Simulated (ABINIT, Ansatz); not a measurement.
# MgSiSe3 (Pm-3m): zone-centre phonons, part 5 of 5

Which modes does MgSiSe3 (Pm-3m) have at the zone centre?

ABINIT 10.8.3; DFT LDA, scalar-relativistic, plane waves, HGH norm-conserving pseudopotentials.

So far, highest optical zone-centre mode (no LO-TO term) (cm⁻¹): step 5 (modes with the sum rule) 259; step 6 (ASR 0, chneut 0) 259.

The structure was built from a prototype and need not be the compound's stable phase.

**7. A second program**

The same cell goes through another code, with its own cutoff. The potentials differ.

This step: DFT LDA, scalar-relativistic, plane waves, PseudoDojo norm-conserving pseudopotentials (Ansatz 0.2.0).

input.yaml reads:

```yaml
crystal:
  lattice:
    - [4.758887393, 0.0, 0.0]
    - [0.0, 4.758887393, 0.0]
    - [0.0, 0.0, 4.758887393]
  atoms:
    - { symbol: Mg, position: [0.0, 0.0, 0.0] }
    - { symbol: Si, position: [0.5, 0.5, 0.5] }
    - { symbol: Se, position: [0.5, 0.5, 0.0] }
    - { symbol: Se, position: [0.5, 0.0, 0.5] }
    - { symbol: Se, position: [0.0, 0.5, 0.5] }
kpoints:
  mp_grid: { grid: [6, 6, 6] }
hamiltonian:
  xc: lda
  pseudopotentials: { kind: nc, accuracy: standard }
scf:
  occupations: { method: methfessel_paxton, width: 0.27211 }
output:
  eigenvalues: true
phonons:
  method: dfpt
```

The run is started by

```
ansatz run input.yaml --threads 4 --pin off --max-ram 8192MiB --backend cpu --events-out ev --progress --plain --runs-dir out
```

What it wrote:

```text
zone centre: on kpoints.mp_grid the ground state, and the responses unless they are solved on pairs of k-points, stand on 64 of the mesh's 216 k-points, reduced under 8 symmetry operations, with k and −k counted as one. Each operation leaves every solved displacement unchanged or reverses it
Engine: ansatz 0.2.0, x86_64-unknown-linux-gnu
Pseudopotentials: kind: nc
Pseudopotential: Mg, nc, valence charge 10, recommended cutoff 1142.878222 eV (normal), Mg.nc.azcp (PseudoDojo's, or run here from an input of PseudoDojo's; its table is named by hamiltonian.pseudopotentials.accuracy)
Pseudopotential: Si, nc, valence charge 4, recommended cutoff 435.38218 eV (normal), Si.nc.azcp (PseudoDojo's, or run here from an input of PseudoDojo's; its table is named by hamiltonian.pseudopotentials.accuracy)
Pseudopotential: Se, nc, valence charge 16, recommended cutoff 1170.089609 eV (normal), Se.nc.azcp (PseudoDojo's, or run here from an input of PseudoDojo's; its table is named by hamiltonian.pseudopotentials.accuracy)
Functional definition: SPW92
  exchange = slater_x
  correlation = pw_c
Crystal: 5 atoms, lattice volume = 107.775 Å³
Basis set: ecut = 1170.089609 eV, 9795 PW (Γ), exchange–correlation on 108×108×108 points (8 copies of the dense FFT grid, shifted against one another)
Bands: 38, of which v1, the nominal top of the filled ones, is band 31 counted from 1 (30 counted from 0)
Symmetry: 48 space group operations
k-points: 64 of 216 (irreducible under 8 space group operations)
Non-local potential: Mg, projectors of the file, l = 0: 2, l = 1: 2
Non-local potential: Si, projectors of the file, l = 0: 2, l = 1: 2, l = 2: 2
Non-local potential: Se, projectors of the file, l = 0: 2, l = 1: 2, l = 2: 2
Initial density: superposition of atomic densities (chi_scale 0.1, normalization cell, long waves kept (reshape's long-wave potential 0.01 eV rms))
Initial wavefunctions: pseudopotential atomic-orbital guess
Functional: x = slater, c = lda
SCF iter   1: F=—  HF=-11622.555669 eV  |F-HF|=—  |Δ(HF+E_count)|=         —  Δρ=4.42e-2  dr2=1.30e0  ethr=3.10e-3  ⟨swp⟩=7.1  Hψ=10349  notcnv=0
preconditioner: auto → Kerker (q_TF=auto, 2.488 Å⁻¹)  [metal: Δε(μ)=0.135 eV  Ē_g=9.466 eV  σ=0.272 eV  W_gap=0.40  n_scr=26 (ndim 8)  ℏωp=17.5 eV  f_vac=0.000  D(μ)=2.18/eV (n_scr^D=18)]
SCF iter   2: F=—  HF=-11622.103788 eV  |F-HF|=—  |Δ(HF+E_count)|=   4.52e-1  S|Δr|=    0.00e0  Δρ=2.10e-2  dr2=3.33e-1  ethr=2.09e-3  ⟨swp⟩=2.0  Hψ=4084  notcnv=0  defer=31
SCF iter   3: F=—  HF=-11621.972752 eV  |F-HF|=—  |Δ(HF+E_count)|=   1.31e-1  S|Δr|=    0.00e0  Δρ=5.35e-3  dr2=2.04e-2  ethr=5.37e-4  ⟨swp⟩=2.1  Hψ=4668  notcnv=0  defer=32
SCF iter   4: F=—  HF=-11621.970880 eV  |F-HF|=—  |Δ(HF+E_count)|=   1.87e-3  S|Δr|=    0.00e0  Δρ=1.15e-3  dr2=1.94e-3  ethr=3.30e-5  ⟨swp⟩=2.0  Hψ=3038  notcnv=0  defer=32
SCF iter   5: F=—  HF=-11621.970585 eV  |F-HF|=—  |Δ(HF+E_count)|=   2.95e-4  S|Δr|=    0.00e0  Δρ=3.29e-4  dr2=3.67e-4  ethr=3.14e-6  ⟨swp⟩=2.0  Hψ=2999  notcnv=0  defer=32
SCF iter   6: F=—  HF=-11621.970550 eV  |F-HF|=—  |Δ(HF+E_count)|=   3.46e-5  S|Δr|=    0.00e0  Δρ=1.16e-4  dr2=2.96e-5  ethr=5.92e-7  ⟨swp⟩=2.0  Hψ=2702  notcnv=0  defer=32
SCF iter   7: F=—  HF=-11621.970516 eV  |F-HF|=—  |Δ(HF+E_count)|=   3.40e-5  S|Δr|=    0.00e0  Δρ=2.71e-5  dr2=1.44e-6  ethr=4.77e-8  ⟨swp⟩=2.0  Hψ=2936  notcnv=0  defer=32
SCF iter   8: F=—  HF=-11621.970942 eV  |F-HF|=—  |Δ(HF+E_count)|=   4.26e-4  S|Δr|=    0.00e0  Δρ=6.59e-6  dr2=2.27e-8  ethr=2.32e-9  ⟨swp⟩=2.2  Hψ=3202  notcnv=0  defer=63
SCF iter   9: F=—  HF=-11621.970942 eV  |F-HF|=—  |Δ(HF+E_count)|=   5.90e-9  S|Δr|=    0.00e0  Δρ=1.09e-6  dr2=1.26e-9  ethr=3.65e-11  ⟨swp⟩=2.0  Hψ=4348  notcnv=0  defer=63
SCF iter  10: F=—  HF=-11621.970942 eV  |F-HF|=—  |Δ(HF+E_count)|=  1.38e-10  S|Δr|=    0.00e0  Δρ=2.40e-7  dr2=2.62e-11  ethr=2.04e-12  ⟨swp⟩=2.2  Hψ=2940  notcnv=0  defer=63
SCF iter  11: F=-11621.970942 eV  HF=-11621.970942 eV  |F-HF|=7.28e-12  |Δ(HF+E_count)|=  3.64e-12  S|Δr|=    0.00e0  Δρ=5.63e-8  dr2=1.59e-12  ethr=1.00e-12  ⟨swp⟩=14.1  Hψ=12832  notcnv=0
SCF 1 converged in 11 iterations: F = -11621.970942 eV  dr2 = 1.59e-12
DFPT response loops at Γ: preconditioner auto → Kerker (q_TF=auto, 2.488 Å⁻¹) (partly filled bands, converged f_vac=0.000); β = 1.00, the filter's whole step (`scf.mixing.beta` (0.50) is not read by the response loops under this deck's `scf.mixing.preconditioner`; to damp them name `kerker` or `kerker_dos`, under which they read `scf.mixing.beta`, and type it under 1.00, their step now; both keys bind the ground state too); Broyden in place of MSR1
SCF converged after 11 iterations
Stability not checked: this state was not tested for a lower state beside it, because cold or Methfessel-Paxton smearing, or corrected tetrahedra, fill the levels in a way that the test cannot read (fill_not_monotonic; see scf.lower_state_search)
Free energy (F): -11621.970942 eV
Harris-Foulkes:  -11621.970942 eV  (|F-HF|=7.28e-12)
Internal energy: -11621.936183 eV  (E = F + TS)
E sigma→0 (E₀):  -11621.962253 eV
Entropy (-TS):   -0.034759 eV (-6.952 meV/atom)
Fermi energy:    8.455571 eV
--- Per-component energies (eV) ---
  E_band       = -1463.666503
  E_kinetic    = 7356.109338
  E_local      = -9513.260353  (includes V_loc(G=0)·N_el)
  E_nonlocal   = -4631.340989
  E_hartree    = 3514.269419
  E_xc         = -2200.505637
  E_vxc        = -1703.713341  (∫ρ·V_xc dr)
  E_ewald      = -6147.207961
  E_smearing   = -0.034759  (= −TS)
  E_closure    = -0.000000  (closes the sum)
  Σ components = -11621.970942   (vs F -11621.970942, Δ=0.00e0)
--- Band table (eV; the first three rows and the last of 64) ---
  k-point 0: bands = [... 27 lower, 7.3906, 7.3906, 7.4538, 7.4538, 7.4538, 8.5831, 12.6896, 12.6896, ... 3 higher]
  k-point 1: bands = [... 27 lower, 6.9806, 6.9806, 7.1523, 7.4605, 7.4605, 9.6534, 12.8089, 13.1767, ... 3 higher]
  k-point 2: bands = [... 27 lower, 6.2453, 6.7499, 7.2328, 7.5317, 7.5317, 10.9712, 11.8822, 13.1033, ... 3 higher]
  k-point 63: bands = [... 27 lower, 6.9063, 7.5872, 9.2102, 9.2102, 9.2102, 10.4525, 10.4525, 10.4525, ... 3 higher]
--- Phonons (Γ-DFPT): 4 representative perturbations + reference, on 64 of 216 k-points (Σ response iterations 14) ---
  k mesh reduced under 8 symmetry operations, with k and −k counted as one. Each operation leaves every solved displacement unchanged or reverses it
  ASR residual: 2.536e-4 → 0.000e0 eV/Å²; symmetrization residual: 6.181e-5 eV/Å²
  ASR residual per site (eV/Å²): 2.54e-4 1.00e-4 7.35e-5 7.35e-5 7.35e-5
  Γ frequencies (cm⁻¹): -141.47 -141.47 -141.47 -141.08 -141.08 -141.08 -50.26 -50.26 -50.26 0.00 0.00 0.00 269.64 269.64 269.64
  non-analytic LO–TO correction: not included (Born effective charges unavailable; polar crystals: no LO–TO splitting at Γ)
```

Run time: 2 min. Hardware: 4 threads of Intel Xeon at 2.70GHz, shared host; peak memory 3 GiB.

Read from the output:

* sum-rule residual before enforcement: 2.54e-4 eV/Å²
* highest optical zone-centre mode (no LO-TO term): 269.6 cm⁻¹
* lowest optical zone-centre mode: -141.5 cm⁻¹

**8. Side by side: ABINIT HGH and Ansatz, PseudoDojo**

Worked out from the results:

```
root-mean-square difference : 5.8 cm⁻¹
largest difference          : 10.93 cm⁻¹
```

The 12 of 12 modes that differ most. Frequencies side by side:

```csv
q (reciprocal lattice),mode,ABINIT HGH (cm⁻¹),"Ansatz, PseudoDojo (cm⁻¹)"
0 0 0,1,-141.6,-141.5
0 0 0,2,-141.6,-141.5
0 0 0,3,-141.6,-141.5
0 0 0,4,-141.2,-141.1
0 0 0,5,-141.2,-141.1
0 0 0,6,-141.2,-141.1
0 0 0,7,-54.16,-50.26
0 0 0,8,-54.16,-50.26
0 0 0,9,-54.16,-50.26
0 0 0,13,258.7,269.6
0 0 0,14,258.7,269.6
0 0 0,15,258.7,269.6
```

At the zone centre the largest difference (acoustic modes at Γ apart) is 4 % of the highest mode.

**9. What came out**

```json
{"space group after relaxation": "Pm-3m", "volume per atom": "21.6 Å³", "highest optical zone-centre mode (no LO-TO term)": "258.7 cm⁻¹", "lowest optical zone-centre mode": "-141.6 cm⁻¹", "imaginary optical modes at the zone centre (no q mesh in this session)": "yes", "largest difference from Ansatz, PseudoDojo": "10.9 cm⁻¹"}
```

**Reading.** At the LDA level the optical modes of MgSiSe3 (Pm-3m) at the zone centre run from 142i to 259 cm⁻¹, so the structure is a saddle point, with 9 modes beyond 10i cm⁻¹ there. ABINIT HGH and Ansatz, PseudoDojo differ by 5.8 cm⁻¹ in the root mean square and by 10.9 cm⁻¹ at most, 4.2 % of the highest mode compared (acoustic modes at Γ left out); the two use different potentials, and the cell was not relaxed for the second set. These are harmonic frequencies at zero temperature: anharmonic shifts and linewidths and thermal expansion are left out. The HGH files keep few electrons and have no core correction, which is cheap but rough for Mg. In a metal the frequencies hang on the k mesh and the smearing, most of all near Kohn anomalies. The structure is a hypothetical one, built on a prototype.

[Host names and launcher messages were left out of these logs when they were recorded.]

[Logs are printed without paths, hosts, clocks, repeated set-up lines and the standing remarks that a program may print on its own settings, such as how far it seeks lower states.]

[Hosts, paths, dates, database ids (printed as entryN), source tags and the programs' standing remarks are cut or masked in the printed files.]
